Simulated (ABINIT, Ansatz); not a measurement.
# YSn3 (Pm-3m): phonons by linear response, part 4 of 5

How does YSn3 (Pm-3m) vibrate, and is this structure a minimum?

ABINIT 10.8.3; DFT PBEsol, scalar-relativistic, plane waves, PseudoDojo norm-conserving pseudopotentials.

So far. Step 5 (Zone-centre response): The acoustic modes at Γ come out as far as 4.5 cm⁻¹ from zero, where they should vanish, a small numerical error. Step 7 (Linear response at Γ): The acoustic modes at Γ come out as far as 4.8 cm⁻¹ from zero, where they should vanish, a small numerical error. The relaxed cell has a = 4.648 Å (conventional setting).

**8. Linear response on the mesh**

Linear response treats each wavevector of the 4×4×4 mesh in the unit cell; the first-order potentials are kept for the electron-phonon matrix elements.

Contents of dfpt_q.abi:

```
ndtset 9

# wavevectors
qpt1 0.25 0.0 0.0
qpt2 0.5 0.0 0.0
qpt3 0.25 0.25 0.0
qpt4 0.5 0.25 0.0
qpt5 0.5 0.5 0.0
qpt6 0.25 0.25 0.25
qpt7 0.5 0.25 0.25
qpt8 0.5 0.5 0.25
qpt9 0.5 0.5 0.5

# displacements
getwfk_filepath "gso_WFK"
getwfq_filepath "gso_WFK"
kptopt 3
nqpt 1
rfphon 1
rfatpol 1 4
rfdir 1 1 1
tolvrs 1.0d-10
prtwf 0
prtpot 1

# basis, mesh and filling
ecut 32.0
ngkpt 4 4 4
nshiftk 1
shiftk 0.0 0.0 0.0
istwfk *1
occopt 7
tsmear 0.01
nband 36
nstep 100
diemac 1000000.0
prtebands 0
prtgsr 0

# cell and atoms
acell 8.783591308 8.783591308 8.783591308
rprim 
    1.0 0.0 0.0
    0.0 1.0 0.0
    0.0 0.0 1.0
ntypat 2
znucl 39 50
natom 4
typat 1 2 2 2
xred 
    0.0 0.0 0.0
    0.0 0.5 0.5
    0.5 0.0 0.5
    0.5 0.5 0.0
pp_dirpath "./pseudo"
pseudos "Y.upf, Sn.upf"
```

The run is started by

```console
$ OMP_NUM_THREADS=1 mpirun -n 16 abinit dfpt_q.abi > dfpt_q.log
```

Numbers of over 12 decimals in the logs are rounded to 6 here.

dfpt_q.abo, the main output file:

```text
[banners, grids, parts of the stress and lines that vanish by symmetry left out]
- input  file    -> dfpt_q.abi
- output file    -> dfpt_q.abo
- root for input  files -> dfpt_qi
[...]
DATASET    1 : space group Pm -3 m (#221); Bravais cP (primitive cubic)
[...]
nfft =      110592          nkpt =          64
[...]
DATASET    2 : space group Pm -3 m (#221); Bravais cP (primitive cubic)
[...]
nfft =      110592          nkpt =          64
[...]
DATASET    3 : space group Pm -3 m (#221); Bravais cP (primitive cubic)
[...]
nfft =      110592          nkpt =          64
[...]
DATASET    4 : space group Pm -3 m (#221); Bravais cP (primitive cubic)
[...]
nfft =      110592          nkpt =          64
[...]
DATASET    8 : space group Pm -3 m (#221); Bravais cP (primitive cubic)
[...]
nfft =      110592          nkpt =          64
[...]
DATASET    9 : space group Pm -3 m (#221); Bravais cP (primitive cubic)
[...]
nfft =      110592          nkpt =          64
[...]
== DATASET  1 ==================================================================
[...]
cutoff_energies: {ecut:  32.0, pawecutdg:  -1.0, }
[...]
Perturbation : displacement of atom   1   along direction   1
[...]
-ETOT  1   19.454453621032     -2.809E+03 1.187E+01 8.841E+05
 ETOT  2   3.732255     -1.572E+01 2.504E-01 6.243E+04
 ETOT  3   2.699983     -1.032E+00 8.090E-01 1.866E+03
 ETOT  4   2.664463     -3.552E-02 1.756E-02 3.796E+00
 ETOT  5   2.663855     -6.081E-04 8.448E-01 8.079E-01
[...]
At SCF step   13       vres2   =  3.50E-11 < tolvrs=  1.00E-10 =>converged.
[...]
Perturbation : displacement of atom   1   along direction   2
[...]
-ETOT  1   5.650042     -2.636E+03 1.174E+01 5.554E+03
[...]
At SCF step   11       vres2   =  1.53E-11 < tolvrs=  1.00E-10 =>converged.
[...]
Perturbation : displacement of atom   2   along direction   1
[...]
-ETOT  1   9.231770     -2.597E+04 3.305E+01 4.159E+03
[...]
At SCF step   12       vres2   =  2.96E-11 < tolvrs=  1.00E-10 =>converged.
[...]
Perturbation : displacement of atom   2   along direction   2
[...]
-ETOT  1   10.124125596739     -2.565E+04 2.660E+01 3.376E+02
[...]
At SCF step   10       vres2   =  6.91E-11 < tolvrs=  1.00E-10 =>converged.
[...]
Perturbation : displacement of atom   3   along direction   1
[...]
-ETOT  1   13.391540011108     -2.595E+04 2.660E+01 1.709E+05
[...]
Perturbation : displacement of atom   3   along direction   2
[...]
-ETOT  1   8.415843     -2.567E+04 3.279E+01 1.114E+02
[...]
Perturbation : displacement of atom   3   along direction   3
[...]
-ETOT  1   9.901925     -2.565E+04 2.644E+01 3.539E+02
[...]
Phonon wavevector (reduced coordinates) :  0.25000  0.00000  0.00000
 Phonon energies in Hartree :
[...]
Phonon frequencies in cm-1    :
-  3.420129E+01  3.420129E+01  5.200660E+01  7.147827E+01  7.147827E+01
-  8.806634E+01  9.912773E+01  9.912773E+01  9.913507E+01  1.400575E+02
-  1.461025E+02  1.461025E+02
[...]
== DATASET  2 ==================================================================
[...]
cutoff_energies: {ecut:  32.0, pawecutdg:  -1.0, }
[...]
Perturbation : displacement of atom   1   along direction   1
[...]
-ETOT  1   11.588695428108     -2.826E+03 1.186E+01 1.497E+05
[...]
Perturbation : displacement of atom   1   along direction   2
[...]
-ETOT  1   5.033545     -2.632E+03 1.170E+01 4.727E+03
[...]
Perturbation : displacement of atom   2   along direction   1
[...]
-ETOT  1   9.133908     -2.598E+04 3.321E+01 4.589E+02
[...]
Perturbation : displacement of atom   2   along direction   2
[...]
-ETOT  1   9.919859     -2.565E+04 2.650E+01 3.000E+02
[...]
Perturbation : displacement of atom   3   along direction   1
[...]
-ETOT  1   12.802793522201     -2.597E+04 2.665E+01 2.736E+04
[...]
Perturbation : displacement of atom   3   along direction   2
[...]
-ETOT  1   8.247058     -2.566E+04 3.253E+01 6.423E+01
[...]
Perturbation : displacement of atom   3   along direction   3
[...]
-ETOT  1   9.576806     -2.565E+04 2.675E+01 2.501E+02
[...]
Phonon wavevector (reduced coordinates) :  0.50000  0.00000  0.00000
 Phonon energies in Hartree :
[...]
Phonon frequencies in cm-1    :
-  5.670052E+01  5.670052E+01  5.851711E+01  5.851711E+01  7.411442E+01
-  9.448462E+01  9.920230E+01  1.042661E+02  1.042661E+02  1.180943E+02
-  1.290809E+
[...]
2    1   1    1        -0.0000000000         0.0000000000
   2    1   2    1         2.5661501056        -0.0000000000
   2    1   3    1        -0.0225972716         0.0000000000
   2    1   1    2        -0.0000000000         0.0000000000
   2    1   2    2         0.0003150819         1.0982037404
   2    1   3    2         0.0002140273        -1.2040778793
   2    1   1    3         0.1091585801         0.1095104526
   2    1   2    3         0.0000000000        -0.0000000000
   2    1   3    3        -0.0000000000         0.0000000000
   2    1   1    4        -1.2089642491        -1.2088027299
   2    1   2    4        -0.0000000000        -0.0000000000
   2    1   3    4        -0.0000000000         0.0000000000
   3    1   1    1        -0.0000000000         0.0000000000
   3    1   2    1        -0.0225972716         0.0000000000
[...]
1    2   3    3         0.0022314005        -0.0022309614
   1    2   1    4        -0.0000000000         0.0000000000
   1    2   2    4         0.0022314005        -0.0022309614
   1    2   3    4         0.0098925243        -0.0098931298
   2    2   1    1        -0.0000000000        -0.0000000000
   2    2   2    1         0.0000040842        -0.0142343749
[...]
3    4   2    4         0.0039280170         0.0000033974
   3    4   3    4         0.0303719794         0.0000000000
  Phonon wavevector (reduced coordinates) :  0.50000  0.25000  0.25000
 Phonon energies in Hartree :
[...]
Phonon frequencies in cm-1    :
-  3.563600E+01  4.347967E+01  5.769130E+01  6.140066E+01  6.364042E+01
-  8.463916E+01  9.583491E+01  9.987727E+01  1.119456E+02  1.253244E+02
-  1.330781E+02  1.457645E+02
[...]
== DATASET  8 ==================================================================
[...]
cutoff_energies: {ecut:  32.0, pawecutdg:  -1.0, }
[...]
Perturbation : displacement of atom   1   along direction   1
[...]
-ETOT  1   7.511678     -2.714E+03 1.174E+01 2.704E+04
[...]
Perturbation : displacement of atom   1   along direction   3
[...]
-ETOT  1   5.858400     -2.662E+03 1.193E+01 1.183E+04
[...]
Perturbation : displacement of atom   2   along direction   1
[...]
-ETOT  1   9.032363     -2.580E+04 3.279E+01 1.263E+02
[...]
Perturbation : displacement of atom   2   along direction   2
[...]
-ETOT  1   10.722218042324     -2.578E+04 2.646E+01 6.366E+03
[...]
Phonon wavevector (reduced coordinates) :  0.50000  0.50000  0.25000
 Phonon energies in Hartree :
[...]
Phonon frequencies in cm-1    :
-  3.281796E+01  3.281796E+01  5.185862E+01  5.221854E+01  6.988460E+01
-  7.687513E+01  8.578188E+01  8.578188E+01  1.226850E+02  1.427302E+02
-  1.474331E+02  1.474331E+02
[...]
== DATASET  9 ==================================================================
[...]
cutoff_energies: {ecut:  32.0, pawecutdg:  -1.0, }
[...]
Perturbation : displacement of atom   2   along direction   1
[...]
-ETOT  1   8.651289     -2.577E+04 3.266E+01 9.090E+01
[...]
At SCF step   11       vres2   =  6.79E-12 < tolvrs=  1.00E-10 =>converged.
[...]
Perturbation : displacement of atom   2   along direction   2
[...]
-ETOT  1   10.025972284055     -2.575E+04 2.680E+01 9.958E+02
[...]
ETOT  9   3.307044     -2.838E-10 8.685E-02 4.936E-08
 ETOT 10   3.307044      5.093E-11 2.061E-02 8.750E-11
 At SCF step   10       vres2   =  8.75E-11 < tolvrs=  1.00E-10 =>converged.
[...]
Phonon wavevector (reduced coordinates) :  0.50000  0.50000  0.50000
 Phonon energies in Hartree :
[...]
Phonon frequencies in cm-1    :
- -2.400025E+01 -2.400025E+01 -2.400025E+01  5.297637E+01  5.297637E+01
-  7.813165E+01  7.813165E+01  7.813165E+01  1.210158E+02  1.539146E+02
-  1.539146E+02  1.539146E+02
[...]
fcart6     0.0000000000E+00  0.0000000000E+00  0.0000000000E+00
   
================================================================================
```

The job ended after 31 min (16 MPI ranks of Arm Neoverse V1, shared host; 8.2 h of CPU time).

This step gave:

```
lowest mode on the q mesh (acoustic ones at the zone centre apart) : -24 cm⁻¹
```

Frequencies (cm⁻¹) before the sum rule at the irreducible wavevectors but Γ, which is solved apart; negative means imaginary. Frequencies by wavevector:

| q (fractions) | star | mode 1 | mode 2 | mode 3 | mode 4 | mode 10 | mode 11 | mode 12 |
| --- | --- | --- | --- | --- | --- | --- | --- | --- |
| 0.25 0 0 | 6 | 34.2 | 34.2 | 52.01 | 71.48 | 140.1 | 146.1 | 146.1 |
| 0.5 0 0 | 3 | 56.7 | 56.7 | 58.52 | 58.52 | 118.1 | 129.1 | 129.1 |
| 0.25 0.25 0 | 12 | 27.67 | 43.17 | 60.65 | 74.06 | 124.6 | 132.2 | 145.9 |
| 0.5 0.25 0 | 12 | 45.67 | 55.04 | 60.61 | 66.42 | 111.6 | 118.6 | 126.5 |
| 0.5 0.5 0 | 3 | 27.43 | 27.43 | 42.52 | 78.69 | 116.1 | 135.2 | 135.2 |
| 0.25 0.25 0.25 | 8 | 29.73 | 29.73 | 65.31 | 65.31 | 101.9 | 144.3 | 144.3 |
| 0.5 0.25 0.25 | 12 | 35.64 | 43.48 | 57.69 | 61.4 | 125.3 | 133.1 | 145.8 |
| 0.5 0.5 0.25 | 6 | 32.82 | 32.82 | 51.86 | 52.22 | 142.7 | 147.4 | 147.4 |
| 0.5 0.5 0.5 | 1 | -24 | -24 | -24 | 52.98 | 153.9 | 153.9 | 153.9 |

**9. Interpolated phonon bands**

anaddb transforms the dynamical matrices to force constants and back along the path; points of the mesh come back as solved, but for the sum rule and, in polar crystals, the LO-TO term at Γ; the rest is interpolation.

Contents of anaddb.abi:

```
ddb_filepath "all_DDB"
output_file "anaddb.abo"
outdata_prefix "anaddb"
ifcflag 1
ngqpt 4 4 4
nqshft 1
q1shft 0.0 0.0 0.0
asr 1
chneut 0
dipdip 0
dipquad 0
quadquad 0
enunit 0
eivec 0
nph1l 62
qph1l 
    0.0 0.0 0.0 1.0
    0.0 0.05 0.0 1.0
    0.0 0.1 0.0 1.0
    0.0 0.15 0.0 1.0
    0.0 0.2 0.0 1.0
    0.0 0.25 0.0 1.0
    0.0 0.3 0.0 1.0
    0.0 0.35 0.0 1.0
    0.0 0.4 0.0 1.0
    0.0 0.45 0.0 1.0
    0.0 0.5 0.0 1.0
    0.05 0.5 0.0 1.0
    0.1 0.5 0.0 1.0
    0.15 0.5 0.0 1.0
    0.2 0.5 0.0 1.0
    0.25 0.5 0.0 1.0
    0.3 0.5 0.0 1.0
    0.35 0.5 0.0 1.0
    0.4 0.5 0.0 1.0
    0.45 0.5 0.0 1.0
    0.5 0.5 0.0 1.0
    0.45 0.45 0.0 1.0
    0.4 0.4 0.0 1.0
    0.35 0.35 0.0 1.0
    0.3 0.3 0.0 1.0
    0.25 0.25 0.0 1.0
    0.2 0.2 0.0 1.0
    0.15 0.15 0.0 1.0
    0.1 0.1 0.0 1.0
    0.05 0.05 0.0 1.0
    0.0 0.0 0.0 1.0
    0.05 0.05 0.05 1.0
    0.1 0.1 0.1 1.0
    0.15 0.15 0.15 1.0
    0.2 0.2 0.2 1.0
    0.25 0.25 0.25 1.0
    0.3 0.3 0.3 1.0
    0.35 0.35 0.35 1.0
    0.4 0.4 0.4 1.0
    0.45 0.45 0.45 1.0
    0.5 0.5 0.5 1.0
    0.45 0.5 0.45 1.0
    0.4 0.5 0.4 1.0
    0.35 0.5 0.35 1.0
    0.3 0.5 0.3 1.0
    0.25 0.5 0.25 1.0
    0.2 0.5 0.2 1.0
    0.15 0.5 0.15 1.0
    0.1 0.5 0.1 1.0
    0.05 0.5 0.05 1.0
    0.0 0.5 0.0 1.0
    0.5 0.5 0.5 1.0
    0.5 0.5 0.45 1.0
    0.5 0.5 0.4 1.0
    0.5 0.5 0.35 1.0
    0.5 0.5 0.3 1.0
    0.5 0.5 0.25 1.0
    0.5 0.5 0.2 1.0
    0.5 0.5 0.15 1.0
    0.5 0.5 0.1 1.0
    0.5 0.5 0.05 1.0
    0.5 0.5 0.0 1.0
```

Contents of mrgddb.in:

```
all_DDB
merged
10
dfpt_gammao_DDB
dfpt_qo_DS1_DDB
dfpt_qo_DS2_DDB
dfpt_qo_DS3_DDB
dfpt_qo_DS4_DDB
dfpt_qo_DS5_DDB
dfpt_qo_DS6_DDB
dfpt_qo_DS7_DDB
dfpt_qo_DS8_DDB
dfpt_qo_DS9_DDB
```

The run is started by

```console
$ mrgddb < mrgddb.in > mrgddb.log
$ OMP_NUM_THREADS=1 anaddb anaddb.abi > anaddb.log
```

anaddb.abo, the main output file:

```text
[banners, grids, parts of the stress and lines that vanish by symmetry left out]
-outvars_anaddb: echo values of input variables ----------------------

 Flags :
[...]
Phonon wavevector (reduced coordinates) :  0.00000  0.00000  0.00000
 Phonon energies in Hartree :
[...]
Phonon frequencies in cm-1    :
-  0.000000E+00  0.000000E+00  0.000000E+00  7.319160E+01  7.319160E+01
-  7.319160E+01  9.530253E+01  9.530253E+01  9.530253E+01  1.521948E+02
-  1.521948E+02  1.521948E+02
[...]
Phonon wavevector (reduced coordinates) :  0.00000  0.05000  0.00000
 Phonon energies in Hartree :
[...]
Phonon frequencies in cm-1    :
-  7.749799E+00  7.749799E+00  1.003814E+01  7.326097E+01  7.326097E+01
-  7.467768E+01  9.552945E+01  9.552945E+01  9.558795E+01  1.516625E+02
-  1.520613E+02  1.520613E+02
[...]
Phonon wavevector (reduced coordinates) :  0.00000  0.10000  0.00000
 Phonon energies in Hartree :
[...]
Phonon frequencies in cm-1    :
-  1.523692E+01  1.523692E+01  2.022978E+01  7.336361E+01  7.336361E+01
-  7.847604E+01  9.617091E+01  9.617091E+01  9.635902E+01  1.500883E+02
-  1.515925E+02  1.515925E+02
[...]
Phonon wavevector (reduced coordinates) :  0.00000  0.15000  0.00000
 Phonon energies in Hartree :
[...]
Phonon frequencies in cm-1    :
-  2.225630E+01  2.225630E+01  3.067557E+01  7.326190E+01  7.326190E+01
-  8.303442E+01  9.710664E+01  9.710664E+01  9.739422E+01  1.475478E+02
-  1.506075E+02  1.506075E+02
[...]
Phonon wavevector (reduced coordinates) :  0.00000  0.20000  0.00000
 Phonon energies in Hartree :
[...]
Phonon frequencies in cm-1    :
-  2.869842E+01  2.869842E+01  4.138218E+01  7.273443E+01  7.273443E+01
-  8.669959E+01  9.816220E+01  9.816220E+01  9.841962E+01  1.441794E+02
-  1.488813E+02  1.488813E+02
[...]
Phonon wavevector (reduced coordinates) :  0.00000  0.25000  0.00000
 Phonon energies in Hartree :
[...]
Phonon frequencies in cm-1    :
-  3.455476E+01  3.455476E+01  5.224201E+01  7.165568E+01  7.165568E+01
-  8.826987E+01  9.919664E+01  9.919664E+01  9.920333E+01  1.401671E+02
-  1.462439E+02  1.462439E+02
  Phonon wavevector (reduced coordinates) :  0.00000  0.30000  0.00000
 Phonon energies in Hartree :
[...]
Phonon frequencies in cm-1    :
-  3.989127E+01  3.989127E+01  6.302346E+01  6.998530E+01  6.998530E+01
-  8.729283E+01  9.962430E+01  1.001958E+02  1.001958E+02  1.356675E+02
-  1.426858E+02  1.426858E+02
  Phonon wavevector (reduced coordinates) :  0.00000  0.35000  0.00000
 Phonon energies in Hartree :
[...]
Phonon frequencies in cm-1    :
[...]
-  1.384512E+02  1.384512E+02
  Phonon wavevector (reduced coordinates) :  0.00000  0.40000  0.00000
 Phonon energies in Hartree :
[...]
Phonon frequencies in cm-1    :
[...]
-  1.341144E+02  1.341144E+02
  Phonon wavevector (reduced coordinates) :  0.00000  0.45000  0.00000
 Phonon energies in Hartree :
[...]
Phonon frequencies in cm-1    :
[...]
-  1.306399E+02  1.306399E+02
  Phonon wavevector (reduced coordinates) :  0.00000  0.50000  0.00000
 Phonon energies in Hartree :
[...]
Phonon frequencies in cm-1    :
[...]
-  1.292585E+02  1.292585E+02
  Phonon wavevector (reduced coordinates) :  0.05000  0.50000  0.00000
 Phonon energies in Hartree :
[...]
Phonon frequencies in cm-1    :
[...]
-  1.282140E+02  1.289067E+02
  Phonon wavevector (reduced coordinates) :  0.10000  0.50000  0.00000
 Phonon energies in Hartree :
[...]
Phonon frequencies in cm-1    :
[...]
-  1.252580E+02  1.279909E+02
  Phonon wavevector (reduced coordinates) :  0.15000  0.50000  0.00000
 Phonon energies in Hartree :
[...]
Phonon frequencies in cm-1    :
[...]
-  1.208915E+02  1.269260E+02
[...]
-  1.467490E+02  1.467490E+02
  Phonon wavevector (reduced coordinates) :  0.25000  0.25000  0.25000
 Phonon energies in Hartree :
[...]
Phonon frequencies in cm-1    :
[...]
-  8.767238E+01  9.828647E+01  9.828647E+01  1.011244E+02  1.019307E+02
-  1.444059E+02  1.444059E+02
  Phonon wavevector (reduced coordinates) :  0.30000  0.30000  0.30000
 Phonon energies in Hartree :
[...]
Phonon frequencies in cm-1    :
-  2.932201E+01  2.932201E+01  6.115707E+01  6.115707E+01  6.895119E+01
-  8.507878E+01  9.401830E+01  9.401830E+01  1.063989E+02  1.179489E+02
-  1.466163E+02  1.466163E+02
  Phonon wavevector (reduced coordinates) :  0.35000  0.35000  0.35000
 Phonon energies in Hartree :
[...]
Phonon frequencies in cm-1    :
-  2.357597E+01  2.357597E+01  5.879075E+01  5.879075E+01  6.172793E+01
-  8.260670E+01  8.739895E+01  8.739895E+01  1.155963E+02  1.321655E+02
-  1.509614E+02  1.509614E+02
  Phonon wavevector (reduced coordinates) :  0.40000  0.40000  0.40000
 Phonon energies in Hartree :
[...]
Phonon frequencies in cm-1    :
-  1.055724E+01  1.055724E+01  4.676678E+01  5.697758E+01  5.697758E+01
[...]
-  1.536519E+02  1.536519E+02
  Phonon wavevector (reduced coordinates) :  0.45000  0.45000  0.45000
 Phonon energies in Hartree :
[...]
Phonon frequencies in cm-1    :
[...]
-  1.541721E+02  1.541721E+02
  Phonon wavevector (reduced coordinates) :  0.50000  0.50000  0.50000
 Phonon energies in Hartree :
[...]
Phonon frequencies in cm-1    :
[...]
Phonon wavevector (reduced coordinates) :  0.50000  0.50000  0.05000
 Phonon energies in Hartree :
[...]
Phonon frequencies in cm-1    :
[...]
-  1.361275E+02  1.361275E+02
  Phonon wavevector (reduced coordinates) :  0.50000  0.50000  0.00000
 Phonon energies in Hartree :
[...]
Phonon frequencies in cm-1    :
-  2.825433E+01  2.825433E+01  4.256538E+01  7.877188E+01  8.319416E+01
-  8.541107E+01  1.001021E+02  1.001021E+02  1.151334E+02  1.160765E+02
-  1.353150E+02  1.353150E+02
-
```

Wall time 0.55 s (1 thread).

This step gave:

| Property | Result |
| --- | --- |
| lowest frequency on the path | -23.00 cm⁻¹ |

Anaddb. The phonon branches at the labelled points (cm⁻¹):

| point | branch 1 | branch 2 | branch 3 | branch 4 | branch 9 | branch 10 | branch 11 | branch 12 |
| --- | --- | --- | --- | --- | --- | --- | --- | --- |
| Γ | 0 | 0 | 0 | 73 | 95 | 152 | 152 | 152 |
| halfway | 35 | 35 | 52 | 72 | 99 | 140 | 146 | 146 |
| X | 57 | 57 | 59 | 59 | 104 | 118 | 129 | 129 |
| halfway | 46 | 55 | 61 | 67 | 111 | 112 | 119 | 127 |
| M | 28 | 28 | 43 | 79 | 115 | 116 | 135 | 135 |
| halfway | 28 | 44 | 61 | 74 | 109 | 125 | 132 | 146 |
| Γ | 0 | 0 | 0 | 73 | 95 | 152 | 152 | 152 |
| halfway | 30 | 30 | 66 | 66 | 101 | 102 | 144 | 144 |
| R | -23 | -23 | -23 | 53 | 121 | 154 | 154 | 154 |
| halfway | 36 | 44 | 58 | 62 | 112 | 126 | 133 | 146 |
| X | 57 | 57 | 59 | 59 | 104 | 118 | 129 | 129 |
| jump to R | -23 | -23 | -23 | 53 | 121 | 154 | 154 | 154 |
| halfway | 34 | 34 | 52 | 53 | 123 | 143 | 148 | 148 |
| M | 28 | 28 | 43 | 79 | 115 | 116 | 135 | 135 |

The path dips to 23i cm⁻¹.

[end of part 4 of 5]

[Host names and launcher messages were left out of these logs when they were recorded.]

[Logs are printed without paths, hosts, clocks, repeated set-up lines and the standing remarks that a program may print on its own settings, such as how far it seeks lower states.]

[Hosts, paths, dates, database ids (printed as entryN), source tags and the programs' standing remarks are cut or masked in the printed files.]
